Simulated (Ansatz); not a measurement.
# Lattice dynamics of BeZn2P2 (built on the sites of a database entry of CaZn2P2)

Wanted: phonon frequencies of BeZn2P2 (built on the sites of a database entry of CaZn2P2) and what follows from them.

Main program and level: Ansatz 0.2.0; DFT PBEsol, scalar-relativistic, plane waves, PAW.

The structure was built from a prototype and need not be the compound's stable phase.

## 1. The starting structure

It takes space group P-3m1 (No. 164, trigonal). Conventional cell: a = 3.530 Å, b = 3.530 Å, c = 5.976 Å, α = 90.00°, β = 90.00°, γ = 120.00°. Be has 6 P at 2.56 Å nearest. Zn has 4 P at 2.14 to 2.22 Å nearest. P has 4 Zn at 2.14 to 2.22 Å and 3 Be at 2.56 Å nearest. Farther neighbours are not listed.

## 2. Coarse relaxation

A rough relaxation comes first, because large forces or stress need no tight tolerances yet.

Input file input.yaml:

```yaml
crystal:
  lattice:
    - [3.53005, 0.0, 0.0]
    - [-1.76502, 3.05711, 0.0]
    - [0.0, 0.0, 5.97608]
  atoms:
    - { symbol: Be, position: [0.0, 0.0, 0.0] }
    - { symbol: Zn, position: [0.3333333333, 0.6666666667, 0.6318] }
    - { symbol: Zn, position: [0.6666666667, 0.3333333333, 0.3682] }
    - { symbol: P, position: [0.3333333333, 0.6666666667, 0.2606] }
    - { symbol: P, position: [0.6666666667, 0.3333333333, 0.7394] }
kpoints:
  mp_grid: { grid: [6, 6, 4] }
hamiltonian:
  xc: pbesol
scf:
  occupations: { method: gaussian, width: 0.1 }
output:
  forces: true
  stress: true
  eigenvalues: true
relax:
  adjacent_minimum: "off"
  f_tol: 0.05
  max_steps: 80
  cell: { stress_tol: 0.5 }
```

Started as:

```console
> ansatz run input.yaml --threads 8 --pin off --max-ram 14336MiB --backend cpu --events-out ev --progress --plain --runs-dir out
```

Numbers of over 12 decimals in the logs are rounded to 6 here.

The log of the run:

```text
The last accepted step is kept in <dir> (removed where the run ends without a failure and the disk answers)
Engine: ansatz 0.2.0, aarch64-unknown-linux-gnu
Pseudopotentials: kind: paw
Pseudopotential: Be, paw, valence charge 2, recommended cutoff 420 eV (normal), Be.paw.azcp
Pseudopotential: Zn, paw, valence charge 12, recommended cutoff 420 eV (normal), Zn.paw.azcp
[...]
cell:  # Å, volume = 73.5972 Å³
    - [3.736778, -3.0558079122459677e-6, 0]
    - [-1.868386, 3.236146, 0]
    - [0, 0, 6.086057]
  atoms:
    - { symbol: Be, position: [0, 0, 9.288890247663656e-19] }
    - { symbol: Zn, position: [0.333333, 0.666667, 0.623752] }
    - { symbol: Zn, position: [0.666667, 0.333333, 0.376248] }
    - { symbol: P, position: [0.333333, 0.666667, 0.206601] }
    - { symbol: P, position: [0.666667, 0.333333, 0.793399] }
[key lines of the parts left out:]
SCF converged after 6 iterations
Free energy (F): -8132.056727 eV
Fermi energy:    9.301584 eV
P = ⅓ Tr σ = -0.2822 GPa (-2.822 kbar)
```

Elapsed: 3 s, on 8 threads of Arm Neoverse V2, shared host; peak memory 0.43 GiB; 17 s of CPU time.

Step by step:

```tsv
step	energy less that of the first step (eV)	largest force component (eV/Å)	pressure (GPa)	volume (Å³)
1	0.0000	5.3007	34.69	64.49
2	-1.7501	1.9192	15.64	67.00
3	-2.2647	0.7741	3.33	72.23
4	-2.3414	0.1833	-0.25	73.78
5	-2.3465	0.0297	-0.37	73.60
6*	-2.3550	0.0252	-0.28	73.60
```

Relaxation steps marked * repeat the geometry before them on a plane-wave basis chosen anew for their cell, so energy and pressure can jump there.

The run keeps the 12 symmetry operations that it works with, so distortions that break them were not tested.

```tsv
conventional cell, symmetrised	before	after	change
a (Å)	3.530	3.737	+5.9 %
b (Å)	3.530	3.737	+5.9 %
c (Å)	5.976	6.086	+1.8 %
volume (Å³/atom)	12.90	14.72	+14.1 %
```

The atoms that moved most (Å, as changes of fractional coordinates times the final cell):

```tsv
atom	dx	dy	dz	length
P4	0.000	0.000	-0.329	0.329
P5	0.000	0.000	0.329	0.329
Zn2	0.000	0.000	-0.049	0.049
Zn3	0.000	0.000	0.049	0.049
```

Final coordinates:

```xyz
5
Lattice="3.7368 0.0000 0.0000 -1.8684 3.2361 0.0000 0.0000 0.0000 6.0861" Properties=species:S:1:pos:R:3 pbc="T T T"
Be    0.0000    0.0000    0.0000
Zn    0.0000    2.1574    3.7962
Zn    1.8684    1.0787    2.2899
P     0.0000    2.1574    1.2574
P     1.8684    1.0787    4.8287
```

This step gave:

| Quantity | Value |
| --- | --- |
| pressure | -0.2822 GPa |
| volume per atom | 14.72 Å³ |
| gap on the k-mesh | 0 eV |

In this step the volume went from 12.90 to 14.72 Å³/atom.

## 3. Relaxation

The cell and atoms are relaxed, since residual forces and stress would shift the frequencies.

Input file input.yaml:

```yaml
crystal:
  lattice:
    - [3.7367781898, -3.0558e-06, 0.0]
    - [-1.8683864485, 3.2361463686, 0.0]
    - [0.0, 0.0, 6.086056761]
  atoms:
    - { symbol: Be, position: [0.0, 0.0, 0.0] }
    - { symbol: Zn, position: [0.3333333333, 0.6666666667, 0.6237518436] }
    - { symbol: Zn, position: [0.6666666667, 0.3333333333, 0.3762481564] }
    - { symbol: P, position: [0.3333333333, 0.6666666667, 0.2066014673] }
    - { symbol: P, position: [0.6666666667, 0.3333333333, 0.7933985327] }
kpoints:
  mp_grid: { grid: [9, 9, 6] }
hamiltonian:
  xc: pbesol
scf:
  occupations: { method: gaussian, width: 0.1 }
output:
  forces: true
  stress: true
  eigenvalues: true
relax:
  adjacent_minimum: "off"
  f_tol: 0.005
  max_steps: 80
  cell: { stress_tol: 0.05 }
```

The log of the run:

```text
[...]
Crystal: 5 atoms, lattice volume = 73.597 Å³
Basis set: ecut = 420 eV, 1437 PW (Γ), exchange–correlation on 50×50×90 points (8 copies of the dense FFT grid, shifted against one another)
Bands: 23, of which v1, the nominal top of the filled ones, is band 18 counted from 1 (17 counted from 0)
Symmetry: 12 space group operations
[...]
k-points: 62 of 486
[...]
cell:  # Å, volume = 73.4371 Å³
    - [3.732357, -3.0521844246691793e-6, 1.374010653434105e-19]
    - [-1.866176, 3.232318, -2.7480193607119816e-19]
    - [2.2378355251011476e-19, -3.876048488501982e-19, 6.087210]
  atoms:
    - { symbol: Be, position: [0, 0, 0] }
    - { symbol: Zn, position: [0.333333, 0.666667, 0.623993] }
    - { symbol: Zn, position: [0.666667, 0.333333, 0.376007] }
    - { symbol: P, position: [0.333333, 0.666667, 0.206779] }
    - { symbol: P, position: [0.666667, 0.333333, 0.793221] }
[key lines of the parts left out:]
SCF converged after 5 iterations
Free energy (F): -8132.090776 eV
Fermi energy:    9.383684 eV
P = ⅓ Tr σ = -0.0094 GPa (-0.094 kbar)
```

The job ended after 5.4 s (8 threads; peak memory 0.5 GiB).

Step by step:

```tsv
step	energy less that of the first step (eV)	largest force component (eV/Å)	pressure (GPa)	volume (Å³)
1	0.0000	0.0228	-0.25	73.60
2	-0.0002	0.0152	-0.10	73.50
3	-0.0003	0.0093	0.08	73.35
4	-0.0003	0.0070	0.02	73.42
5	-0.0003	0.0044	-0.01	73.44
6*	-0.0002	0.0044	-0.01	73.44
```

Relaxation steps marked * repeat the geometry before them on a plane-wave basis chosen anew for their cell, so energy and pressure can jump there.

The run keeps the 12 symmetry operations that it works with, so distortions that break them were not tested.

```tsv
conventional cell, symmetrised	before	after	change
a (Å)	3.737	3.732	-0.1 %
b (Å)	3.737	3.732	-0.1 %
c (Å)	6.086	6.087	+0.0 %
volume (Å³/atom)	14.72	14.69	-0.2 %
```

The relaxed structure:

```cif
data_structure
_symmetry_space_group_name_H-M 'P 1'
_symmetry_Int_Tables_number 1
_cell_length_a 3.7324
_cell_length_b 3.7324
_cell_length_c 6.0872
_cell_angle_alpha 90.000
_cell_angle_beta 90.000
_cell_angle_gamma 120.000
_cell_volume 73.44
loop_
_atom_site_label
_atom_site_type_symbol
_atom_site_fract_x
_atom_site_fract_y
_atom_site_fract_z
_atom_site_occupancy
Be1 Be 0.00000 0.00000 0.00000 1
Zn2 Zn 0.33333 0.66667 0.62399 1
Zn3 Zn 0.66667 0.33333 0.37601 1
P4 P 0.33333 0.66667 0.20678 1
P5 P 0.66667 0.33333 0.79322 1
```

Numbers from this step:

```
pressure        : -0.009384 GPa
volume per atom : 14.69 Å³
```

In this step the volume went from 14.72 to 14.69 Å³/atom.

## 4. Tight relaxation

Phonons need a cell at rest on their own settings, so the relaxation is repeated with tight tolerances on forces and stress on the k mesh and occupations of the first response run.

Input file input.yaml:

```yaml
crystal:
  lattice:
    - [3.7323571941, -3.0522e-06, 0.0]
    - [-1.8661759538, 3.2323176722, 0.0]
    - [0.0, 0.0, 6.0872102074]
  atoms:
    - { symbol: Be, position: [0.0, 0.0, 0.0] }
    - { symbol: Zn, position: [0.3333333333, 0.6666666667, 0.6239930623] }
    - { symbol: Zn, position: [0.6666666667, 0.3333333333, 0.3760069377] }
    - { symbol: P, position: [0.3333333333, 0.6666666667, 0.206779415] }
    - { symbol: P, position: [0.6666666667, 0.3333333333, 0.793220585] }
kpoints:
  mp_grid: { grid: [9, 9, 6] }
hamiltonian:
  xc: pbesol
scf:
  occupations: { method: methfessel_paxton, width: 0.15 }
output:
  forces: true
  stress: true
  eigenvalues: true
relax:
  adjacent_minimum: "off"
  f_tol: 0.001
  max_steps: 60
  cell: { stress_tol: 0.01 }
```

The log of the run:

```text
[...]
Crystal: 5 atoms, lattice volume = 73.437 Å³
Basis set: ecut = 420 eV, 1437 PW (Γ), exchange–correlation on 50×50×90 points (8 copies of the dense FFT grid, shifted against one another)
Bands: 23, of which v1, the nominal top of the filled ones, is band 18 counted from 1 (17 counted from 0)
Symmetry: 12 space group operations
[...]
k-points: 62 of 486
[...]
cell:  # Å, volume = 73.4430 Å³
    - [3.732744, -3.0524971939095235e-6, 0]
    - [-1.866369, 3.232652, 0]
    - [0, 0, 6.086439]
  atoms:
    - { symbol: Be, position: [0, 0, 0] }
    - { symbol: Zn, position: [0.333333, 0.666667, 0.624077] }
    - { symbol: Zn, position: [0.666667, 0.333333, 0.375923] }
    - { symbol: P, position: [0.333333, 0.666667, 0.206929] }
    - { symbol: P, position: [0.666667, 0.333333, 0.793071] }
[key lines of the parts left out:]
SCF converged after 6 iterations
Free energy (F): -8132.088942 eV
Fermi energy:    9.384908 eV
P = ⅓ Tr σ = 0.0003 GPa (0.003 kbar)
```

Elapsed: 5.3 s, on 8 threads; peak memory 0.49 GiB.

Little changed from the start: no atom moved by 0.005 Å and no cell edge by 0.1 %.

This step gave:

```
pressure : 3.07e-4 GPa
```

The largest force component left is 0.48 meV/Å and the pressure is 0.000 GPa, within the tolerances set. The cell now holds 14.69 Å³/atom.

## 5. Linear response at the zone centre

The zone centre comes first: it holds the modes that light can see, as far as symmetry allows. No field response is asked, since the mesh shows no gap.

Input file input.yaml:

```yaml
crystal:
  lattice:
    - [3.7327437306, -3.0525e-06, 0.0]
    - [-1.8663692218, 3.2326524228, 0.0]
    - [0.0, 0.0, 6.0864390006]
  atoms:
    - { symbol: Be, position: [0.0, 0.0, 0.0] }
    - { symbol: Zn, position: [0.3333333333, 0.6666666667, 0.6240765723] }
    - { symbol: Zn, position: [0.6666666667, 0.3333333333, 0.3759234277] }
    - { symbol: P, position: [0.3333333333, 0.6666666667, 0.2069294324] }
    - { symbol: P, position: [0.6666666667, 0.3333333333, 0.7930705676] }
kpoints:
  mp_grid: { grid: [9, 9, 6] }
hamiltonian:
  xc: pbesol
scf:
  occupations: { method: methfessel_paxton, width: 0.15 }
output:
  eigenvalues: true
phonons:
  method: dfpt
```

The log of the run:

```text
[...]
Crystal: 5 atoms, lattice volume = 73.443 Å³
Basis set: ecut = 420 eV, 1437 PW (Γ), exchange–correlation on 50×50×90 points (8 copies of the dense FFT grid, shifted against one another)
Bands: 23, of which v1, the nominal top of the filled ones, is band 18 counted from 1 (17 counted from 0)
Symmetry: 12 space group operations
k-points: 140 of 486 (irreducible under 2 space group operations, time reversal used)
[...]
SCF iter   1: F=—  HF=-8132.092070 eV  |F-HF|=—  |Δ(HF+E_count)|=         —  Δρ=4.09e-3  dr2=1.05e-2  ethr=1.77e-3  ⟨swp⟩=6.3  Hψ=17569  notcnv=0
[...]
SCF iter  11: F=-8132.088942 eV  HF=-8132.088942 eV  |F-HF|=0.00e0  |Δ(HF+E_count)|=    0.00e0  S|Δr|=    0.00e0  Δρ=4.26e-8  dr2=1.49e-12  ethr=1.00e-12  ⟨swp⟩=9.2  Hψ=17279  notcnv=0
SCF 1 converged in 11 iterations: F = -8132.088942 eV  dr2 = 1.49e-12
[...]
DFPT response loops at Γ: preconditioner auto → Kerker (q_TF=auto, 2.423 Å⁻¹) (partly filled bands, converged f_vac=0.000); β = 1.00, the filter's whole step (`scf.mixing.beta` (0.50) is not read by the response loops under this deck's `scf.mixing.preconditioner`; to damp them name `kerker` or `kerker_dos`, under which they read `scf.mixing.beta`, and type it under 1.00, their step now; both keys bind the ground state too); Broyden in place of MSR1
SCF converged after 11 iterations
[...]
Free energy (F): -8132.088942 eV
[...]
Internal energy: -8132.089842 eV  (E = F + TS)
E sigma→0 (E₀):  -8132.089167 eV
Entropy (-TS):   0.000901 eV (0.180 meV/atom)
Fermi energy:    9.384908 eV
[...]
--- Band table (eV; the first three rows and the last of 140) ---
  k-point 0: bands = [... 14 lower, 8.4537, 9.1038, 9.1038, 9.5075, 11.1626, 11.2260, 12.5679, 12.5679, ... 1 higher]
  k-point 1: bands = [... 14 lower, 8.5128, 8.5847, 9.1009, 9.1009, 11.1315, 11.9901, 12.2146, 12.2146, ... 1 higher]
  k-point 2: bands = [... 14 lower, 8.6542, 8.6542, 9.0809, 9.0809, 11.2766, 11.6997, 11.6997, 12.3210, ... 1 higher]
  k-point 139: bands = [... 14 lower, 5.4345, 5.8197, 7.1326, 7.4242, 11.3530, 11.5338, 12.6430, 13.4638, ... 1 higher]
--- Phonons (Γ-DFPT): 6 representative perturbations + reference, on 140 of 486 k-points (Σ response iterations 21) ---
  k mesh reduced under 2 symmetry operations, with k and −k counted as one. Each operation leaves every solved perturbation unchanged. A smaller set is not used because it would not reduce the number of displacements times k-points to solve
  ASR residual: 1.056e-4 → 0.000e0 eV/Å²; symmetrization residual: 1.633e-4 eV/Å²
  ASR residual per site (eV/Å²): 1.06e-4 7.63e-6 7.63e-6 2.32e-6 2.32e-6
  Γ frequencies (cm⁻¹): -155.73 -155.73 0.00 0.00 0.00 88.57 88.57 104.84 166.64 220.14 220.14 225.79 225.79 287.16 293.81
  non-analytic LO–TO correction: not included (Born effective charges unavailable; polar crystals: no LO–TO splitting at Γ)
```

It took 23 s on 8 threads; peak memory 1.2 GiB.

The column dr2 measures how far the density is from self-consistency, as an energy; F and HF (Harris–Foulkes) agree once it is small.

This step gave:

```
sum-rule residual before enforcement                    : 1.06e-4 eV/Å²
point group                                             : -3m
highest optical mode at the zone centre (no LO-TO term) : 293.8 cm⁻¹
lowest optical zone-centre mode                         : -155.7 cm⁻¹
```

Patterns of degenerate modes are one choice out of their space. Modes at Γ, with each element's share of the kinetic energy (negative means imaginary):

```tsv
mode	frequency (cm⁻¹)	symmetry	Be %	Zn %	P %
1	-155.7	Eu	89	0	11
2	-155.7	Eu	89	0	11
3	0.0	acoustic	4	65	31
4	0.0	acoustic	4	65	31
5	0.0	acoustic	4	65	31
6	88.6	Eg	0	45	55
7	88.6	Eg	0	45	55
8	104.8	A2u	36	12	53
9	166.6	A1g	0	99	1
10	220.1	Eg	0	55	45
11	220.1	Eg	0	55	45
12	225.8	Eu	6	35	59
13	225.8	Eu	6	35	59
14	287.2	A1g	0	1	99
15	293.8	A2u	60	23	17
```

Displacements in mode 1 (-155.7 cm⁻¹), the largest set to 1:
```
Be1 -0.04  1.00  0.00
Zn2  0.00 -0.01  0.00
Zn3  0.00 -0.01  0.00
P4   0.01 -0.13  0.00
P5   0.01 -0.13  0.00
```

Displacements in mode 6 (88.6 cm⁻¹), the largest set to 1:
```
Be1  0.00  0.00  0.00
Zn2 -0.11 -0.63  0.00
Zn3  0.11  0.63  0.00
P4   0.18  1.00  0.00
P5  -0.18 -1.00  0.00
```

Before it was imposed, the acoustic sum rule was missed by 1.1e-4 eV/Å². Small misses are needed for a sound result but don't prove that mesh and cutoff are converged. The lowest optical mode is imaginary, 155.7i cm⁻¹, so the energy falls along it.

[end of part 1 of 2]

[Logs are printed without paths, hosts, clocks, repeated set-up lines and the standing remarks that a program may print on its own settings, such as how far it seeks lower states.]

[Hosts, paths, dates, database ids (printed as entryN), source tags and the programs' standing remarks are cut or masked in the printed files.]
